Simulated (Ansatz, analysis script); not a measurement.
**Cobalt: energy against the total moment**

Aim: the energy of Cobalt as its total moment is fixed at a series of values, and its answer to a field.

Program: Ansatz 0.2.0. Level of theory: PBE, PAW set soft_2. Results are calculated unless marked as measured.

This is a report of a sequence of runs, with most program output left out.

### Step 1. The starting structure

Symmetry: P6_3/mmc, No. 194, hexagonal system. Conventional cell: a = 2.507 Å, b = 2.507 Å, c = 4.070 Å, α = 90.00°, β = 90.00°, γ = 120.00°. Co has 12 Co at 2.50 to 2.51 Å nearest.

As a file:

```cif
data_structure
_symmetry_space_group_name_H-M 'P6_3/mmc'
_symmetry_Int_Tables_number 194
_cell_length_a 2.5074
_cell_length_b 2.5074
_cell_length_c 4.0699
_cell_angle_alpha 90.000
_cell_angle_beta 90.000
_cell_angle_gamma 120.000
_cell_volume 22.16
loop_
_atom_site_label
_atom_site_type_symbol
_atom_site_symmetry_multiplicity
_atom_site_Wyckoff_symbol
_atom_site_fract_x
_atom_site_fract_y
_atom_site_fract_z
_atom_site_occupancy
Co1 Co 2 c 0.33333 0.66667 0.25000 1
```

The cell of this run holds 2 atoms, 2 of them with a starting moment; values «a cell» refer to the cell of the run in question.

### Step 2. The collinear state

The work starts on two spin channels, which tell the size of the moments.

Input file input.yaml:

```yaml
crystal:
  lattice:
    - [2.5074, 0.0, 0.0]
    - [-1.2537, 2.1714720974, 0.0]
    - [0.0, 0.0, 4.0699]
  atoms:
    - { symbol: Co, position: [0.3333333333, 0.6666666667, 0.25], spin: 2.0 }
    - { symbol: Co, position: [0.6666666667, 0.3333333333, 0.75], spin: 2.0 }
magnetization:
  spin_polarized: true
kpoints:
  mp_grid: { grid: [16, 16, 8] }
hamiltonian:
  xc: pbe
scf:
  occupations: { method: fermi_dirac, width: 0.05 }
  max_iter: 120
  convergence: { dr2_threshold: 1.0e-08 }
output:
  write_density: true
  write_potential: true
  elf: true
  volumetric_format: npy
```

On the command line:

```bash
ansatz run input.yaml --threads 1 --pin off --max-ram 2560MiB --backend cpu --events-out ev --progress --plain --runs-dir out
```

Run time: 13 s. Hardware: 1 thread of Arm Neoverse V1, shared host; peak memory 0.39 GiB.

Spin moment in the atom's sphere by atom:

```tsv
atom	spin moment in the atom's sphere (μB)
Co1	1.68
Co2	1.68
```

Tables count atoms from 1; parts of the log count from 0.

The run ends ferromagnetic, with a net moment of 3.20 μB a cell. Only this order was typed.

Spin density in the ac plane at fractional y = 0.333, with atoms of Co within 0.2 Å of it.

Ten even steps from '_' (0.0 e/Å³) to '@' (6.4 e/Å³):
```
__________________________
__________________________
________________......____
______________::==++--..__
____________..--%%@@++..__
______________--##%%==..__
______________..::--..____
__________________________
__________________________
__________________________
__________________________
__________________________
__________________________
__________________________
__________________________
__________________________
__________________________
__________________________
__________________________
__________________________
__________________________
```
Columns run along a (2.5 Å), rows up along c (4.1 Å). Atoms in or near the plane, at fractional coordinates: Co at (0.67, 0.75).

Valence density in the ac plane at fractional y = 0.333, with atoms of Co within 0.2 Å of it. It is the smooth field of the valence electrons, not physical close to the nuclei.

Ten steps, logarithmic in the rise over the least value, from '_' (0 e/Å³) to '@' (49 e/Å³):
```
______________........____
____________..--------::..
__________..--++****++==::
..______..::==##%%%%##++--
..______..--++%%@@@@%%**--
..______..::++##@@@@%%**--
..________::==**####**==::
__________..::==++++==--..
____________..::::::::..__
________________....______
__________________________
__________________________
__......__________________
....::::..________________
..::::::::..______________
..::--::::..______________
..::::::....______________
__........________________
__________________________
__________________________
__________________________
```
Columns run along a (2.5 Å), rows up along c (4.1 Å). Atoms in or near the plane, at fractional coordinates: Co at (0.67, 0.75).

ELF in the ac plane at fractional y = 0.333, with atoms of Co within 0.2 Å of it. It is the smooth field of the valence electrons, not physical close to the nuclei.

Ten even steps from '_' (0.15) to '@' (0.98):
```
..........________________
__......______..::::..____
____....____..==****++::__
____..______--##@@@@%%++..
____..____..++%%@@@@@@**::
____..____..==%%@@@@@@**::
____..______::**%%%%##--..
____....____..::====--..__
__......__________..______
............______________
..______........____......
__________....::::::::::..
____________..::::::::..__
______________..::::::____
____....______..::::..____
____....______....::..____
______________..::::..____
______________..::::::..__
____________..::::::::..__
..________................
............____________..
```
Columns run along a (2.5 Å), rows up along c (4.1 Å). Atoms in or near the plane, at fractional coordinates: Co at (0.67, 0.75).

### Step 3. Denser mesh

Levels at the Fermi energy are partly filled, so moments and energy differences can hang on the k-mesh, and the state is solved again on a denser one.

input.yaml, the sections that differ from step 2:

```yaml
crystal:
  lattice:
    - [2.5074, 0.0, 0.0]
    - [-1.2537, 2.1714720974, 0.0]
    - [0.0, 0.0, 4.0699]
  atoms:
    - { symbol: Co, position: [0.3333333333, 0.6666666667, 0.25], spin: 1.68 }
    - { symbol: Co, position: [0.6666666667, 0.3333333333, 0.75], spin: 1.68 }
kpoints:
  mp_grid: { grid: [18, 18, 10] }
basis:
  ecutwfc: 420.0
checkpoint:
  read: start
  write: ck
  compress: false
  write_wavefunctions: false
  write_every: 100000
# magnetization, hamiltonian, scf: as in step 2
# output: removed
```

On the command line:

```bash
ansatz run input.yaml --threads 2 --pin off --max-ram 5120MiB --backend cpu --events-out ev --progress --plain --runs-dir out
```

Elapsed: 6 s, on 2 threads; peak memory 0.43 GiB; 12 s of CPU time.

Spin moment in the atom's sphere by atom:

```tsv
atom	spin moment in the atom's sphere (μB)
Co1	1.69
Co2	1.69
```

The run ends ferromagnetic, with a net moment of 3.22 μB a cell, against 3.20 μB on the first mesh.

### Step 4. Without spin

The state without spin is the zero of E(M).

input.yaml, the sections that differ from step 3:

```yaml
crystal:
  lattice:
    - [2.5074, 0.0, 0.0]
    - [-1.2537, 2.1714720974, 0.0]
    - [0.0, 0.0, 4.0699]
  atoms:
    - { symbol: Co, position: [0.3333333333, 0.6666666667, 0.25] }
    - { symbol: Co, position: [0.6666666667, 0.3333333333, 0.75] }
# kpoints, hamiltonian, scf, basis: as in step 3
# magnetization: removed
# checkpoint: removed
```

On the command line:

```bash
ansatz run input.yaml --threads 1 --pin off --max-ram 2560MiB --backend cpu --events-out ev --progress --plain --runs-dir out
```

It took 4.2 s on 1 thread; peak memory 0.33 GiB.

The free collinear run lies 492 meV below it.

### Step 5. Without spin, levels printed

Edit input.yaml of step 4 so:

```diff
@@ -18 +18,3 @@
   ecutwfc: 420.0
+output:
+  eigenvalues: true
```

It took 4 s on 1 thread; peak memory 0.33 GiB.

### Step 6. Total moment fixed at 0.466 μB

Two Fermi levels, one a spin, hold the total moment exactly, which reaches states that a free run would leave.

input.yaml, the sections that differ from step 5:

```yaml
crystal:
  lattice:
    - [2.5074, 0.0, 0.0]
    - [-1.2537, 2.1714720974, 0.0]
    - [0.0, 0.0, 4.0699]
  atoms:
    - { symbol: Co, position: [0.3333333333, 0.6666666667, 0.25], spin: 0.233 }
    - { symbol: Co, position: [0.6666666667, 0.3333333333, 0.75], spin: 0.233 }
magnetization:
  spin_polarized: true
  initial_magnetization: 0.466
  spin_locking: { lock_magnetization: hard }
# kpoints, hamiltonian, scf, basis: as in step 5
# output: removed
```

The job ended after 2 min (1 thread; peak memory 0.93 GiB).

The energy is -35.1 meV from the state without spin, and the largest site carries 1.21 μB, while atom no. 2 (Co) stands against the total with -0.72 μB.

### Step 7. Total moment fixed at 0.931 μB

input.yaml, the sections that differ from step 6:

```yaml
crystal:
  lattice:
    - [2.5074, 0.0, 0.0]
    - [-1.2537, 2.1714720974, 0.0]
    - [0.0, 0.0, 4.0699]
  atoms:
    - { symbol: Co, position: [0.3333333333, 0.6666666667, 0.25], spin: 0.4655 }
    - { symbol: Co, position: [0.6666666667, 0.3333333333, 0.75], spin: 0.4655 }
magnetization:
  spin_polarized: true
  initial_magnetization: 0.931
  spin_locking: { lock_magnetization: hard }
# kpoints, hamiltonian, scf, basis: as in step 6
```

Wall time 2.6 min (1 thread); peak memory 0.94 GiB.

The energy is -66.0 meV from the state without spin, and the largest site carries 1.19 μB, while atom no. 2 (Co) stands against the total with -0.21 μB.

### Step 8. Total moment fixed at 2.328 μB

input.yaml, the sections that differ from step 7:

```yaml
crystal:
  lattice:
    - [2.5074, 0.0, 0.0]
    - [-1.2537, 2.1714720974, 0.0]
    - [0.0, 0.0, 4.0699]
  atoms:
    - { symbol: Co, position: [0.3333333333, 0.6666666667, 0.25], spin: 1.164 }
    - { symbol: Co, position: [0.6666666667, 0.3333333333, 0.75], spin: 1.164 }
magnetization:
  spin_polarized: true
  initial_magnetization: 2.328
  spin_locking: { lock_magnetization: hard }
# kpoints, hamiltonian, scf, basis: as in step 7
```

It took 15 s on 1 thread; peak memory 0.43 GiB.

The energy is -316 meV from the state without spin, and the largest site carries 1.24 μB.

### Step 9. Total moment fixed at 4.19 μB

input.yaml, the sections that differ from step 8:

```yaml
crystal:
  lattice:
    - [2.5074, 0.0, 0.0]
    - [-1.2537, 2.1714720974, 0.0]
    - [0.0, 0.0, 4.0699]
  atoms:
    - { symbol: Co, position: [0.3333333333, 0.6666666667, 0.25], spin: 2.095 }
    - { symbol: Co, position: [0.6666666667, 0.3333333333, 0.75], spin: 2.095 }
magnetization:
  spin_polarized: true
  initial_magnetization: 4.19
  spin_locking: { lock_magnetization: hard }
# kpoints, hamiltonian, scf, basis: as in step 8
```

Wall time 16 s (1 thread); peak memory 0.44 GiB.

The energy is -136 meV from the state without spin, and the largest site carries 2.11 μB.

The other 5 runs of this kind were made alike; their results stand in the table below.

### Step 10. No field, tight threshold

A field gives a second route to the same curve. A thousand tesla shift each spin by 58 meV, and the threshold is tightened so that small induced moments are resolved.

Input file input.yaml:

```yaml
crystal:
  lattice:
    - [2.5074, 0.0, 0.0]
    - [-1.2537, 2.1714720974, 0.0]
    - [0.0, 0.0, 4.0699]
  atoms:
    - { symbol: Co, position: [0.3333333333, 0.6666666667, 0.25], spin: 1.69 }
    - { symbol: Co, position: [0.6666666667, 0.3333333333, 0.75], spin: 1.69 }
magnetization:
  spin_polarized: true
kpoints:
  mp_grid: { grid: [18, 18, 10] }
hamiltonian:
  xc: pbe
scf:
  occupations: { method: fermi_dirac, width: 0.05 }
  max_iter: 120
  convergence: { dr2_threshold: 1.0e-10 }
basis:
  ecutwfc: 420.0
```

It took 17 s on 1 thread; peak memory 0.43 GiB.

The net moment is 3.22 μB a cell.

### Step 11. Field of 1500 T

Edit input.yaml of step 10 so:

```diff
@@ -10,2 +10,3 @@
   spin_polarized: true
+  magnetic_field: 1500.0
 kpoints:
```

It took 15 s on 1 thread; peak memory 0.41 GiB.

The net moment is 3.36 μB a cell.

2 more runs differ from these in the same keys alone and are tabled below.

### Step 12. Side runs that gave no result

| changed | outcome |
| --- | --- |
| hamiltonian.hubbard | cut off at the time limit |

### Step 13. Analysis

Energy less the state without spin against total moment:

```tsv
total moment (μB/cell)	energy less the state without spin (meV/cell)
0.00	0
0.47	-35.1
0.93	-66.0
1.40	-129
1.86	-215
2.33	-316
2.79	-425
3.26	-491
3.72	-403
4.19	-136
```

The field that holds a moment is half the difference of the two Fermi levels over μB.

Field that holds the moment against total moment:

```tsv
total moment (μB/cell)	field that holds the moment (T)
0.47	-657
0.93	-1739
1.40	-2832
1.86	-3531
2.33	-3997
2.79	-3900
3.26	526
3.72	7357
4.19	13613
```

Site moments:

```tsv
total (μB)	Co no. 1 (μB)	Co no. 2 (μB)
0.466	1.215	-0.7226
0.931	1.195	-0.2065
1.397	0.3521	1.134
1.862	0.9906	0.9906
2.328	1.236	1.236
2.793	1.479	1.479
3.259	1.708	1.708
3.724	1.915	1.915
4.19	2.107	2.107
```

Total moment against field:

```tsv
field (T)	total moment (μB/cell)
0	3.22
300	3.24
600	3.27
1500	3.36
```

The curve does not join the state without spin smoothly (the slope dE/dM at the first moment does not lead to it, since local moments or a jump lie between), so that state is only the zero of energy, and no Stoner or Landau analysis is made.

### Step 14. Summary of results

| Quantity | Value |
| --- | --- |
| state of the free run | ferromagnetic |
| net moment of the free run | 3.22 μB |
| energy of the free run from the state without spin | -492 meV a cell |
| lowest of the fixed moments tried | M = 3.259 μB, -491 meV |
| dM/dB between 0 and 300 T | 0.0639 μB a cell per 1000 T |

**Reading.** At this level the system is magnetic: the free run keeps 1.69 μB on the largest site. No other order was typed. Among the fixed moments, E(M) falls 491 meV below the state without spin and is lowest near 3.259 μB on this grid. The field acts on spins alone. The 13 fixed-moment and field runs took 9.2 min of wall time, added up. Energies are free energies at a smearing of 0.05 eV, and with partly filled levels differences shift, at times strongly, as the smearing goes to zero.

[Logs and program files are shortened in this print: banners, set-up blocks, solver, clock and traceback lines can be left out without a mark of their own.]

[Logs are printed without paths, hosts, clocks, repeated set-up lines and the standing remarks that a program may print on its own settings, such as how far it seeks lower states.]

[Hosts, paths, dates, database ids (printed as entryN), source tags and the programs' standing remarks are cut or masked in the printed files.]
